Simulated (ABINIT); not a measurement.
Planning a run of ABINIT 10.8.3 on Ga2O3 (R-3c). The input:

```
acell 3*1.0 Angstrom
rprim 
  2.498699193881 1.442624652211 4.483549768500
  -2.498699193881 1.442624652211 4.483549768500
  0.000000000000 -2.885249304422 4.483549768500
ntypat 2
znucl 31 8
natom 10
typat 1 1 1 1 2 2 2 2 2 2
xred 
  0.855585580000 0.855585580000 0.855585580000
  0.644414420000 0.644414420000 0.644414420000
  0.144414420000 0.144414420000 0.144414420000
  0.355585580000 0.355585580000 0.355585580000
  0.750000000000 0.446832820000 0.053167180000
  0.446832820000 0.053167180000 0.750000000000
  0.053167180000 0.750000000000 0.446832820000
  0.250000000000 0.553167180000 0.946832820000
  0.946832820000 0.250000000000 0.553167180000
  0.553167180000 0.946832820000 0.250000000000
pp_dirpath "pseudos"
pseudos "Ga.upf, O.upf"
ecut 45
ngkpt 2 2 2
nshiftk 1
shiftk 0 0 0
kptopt 1
chksymbreak 0
istwfk *1
occopt 1
irdwfk 1
optdriver 4
nband 505
gwcalctyp 0
ecutsigx 45
symsigma 1
nkptgw 4
kptgw 
  0.5000000000 0.5000000000 0.0000000000
  0.0000000000 0.0000000000 0.0000000000
  0.5000000000 0.0000000000 0.0000000000
  0.5000000000 0.5000000000 0.5000000000
bdgw 
  59 62
  59 62
  59 62
  57 62
ecuteps 7.4
irdscr 1
ppmodel 1
indata_prefix "in"
outdata_prefix "out"
tmpdata_prefix "tmp"
```

```sh
OMP_NUM_THREADS=1 mpirun -n 4 abinit run.abi > log
```

**Question.** Estimate wall time and host memory on 4 MPI ranks of Arm Neoverse V1, shared host.

It took 3.8 min; on shared hardware allow 1.9 min to 7.6 min. Peak host memory was 4.6 GiB.

[Paths, hosts, dates, memory and timing lines, banners, echoed tables and standing remarks are left out of the program output.]

[Logs are printed without paths, hosts, clocks, repeated set-up lines and the standing remarks that a program may print on its own settings, such as how far it seeks lower states.]

[Runs of the session that timed out or met a known fault of the program may be left out.]

[Hosts, paths, dates, database ids (printed as entryN), source tags and the programs' standing remarks are cut or masked in the printed files.]

[G0W0 gaps are taken among the corrected bands and points alone; a level outside them can change the order at an edge.]

[Where Ansatz stands beside ABINIT at settings called matched, ABINIT's density can come from a denser mesh and the files from another edition; pairs whose starting gaps differed by over 0.03 eV were left out, so agreement reads better than it is.]
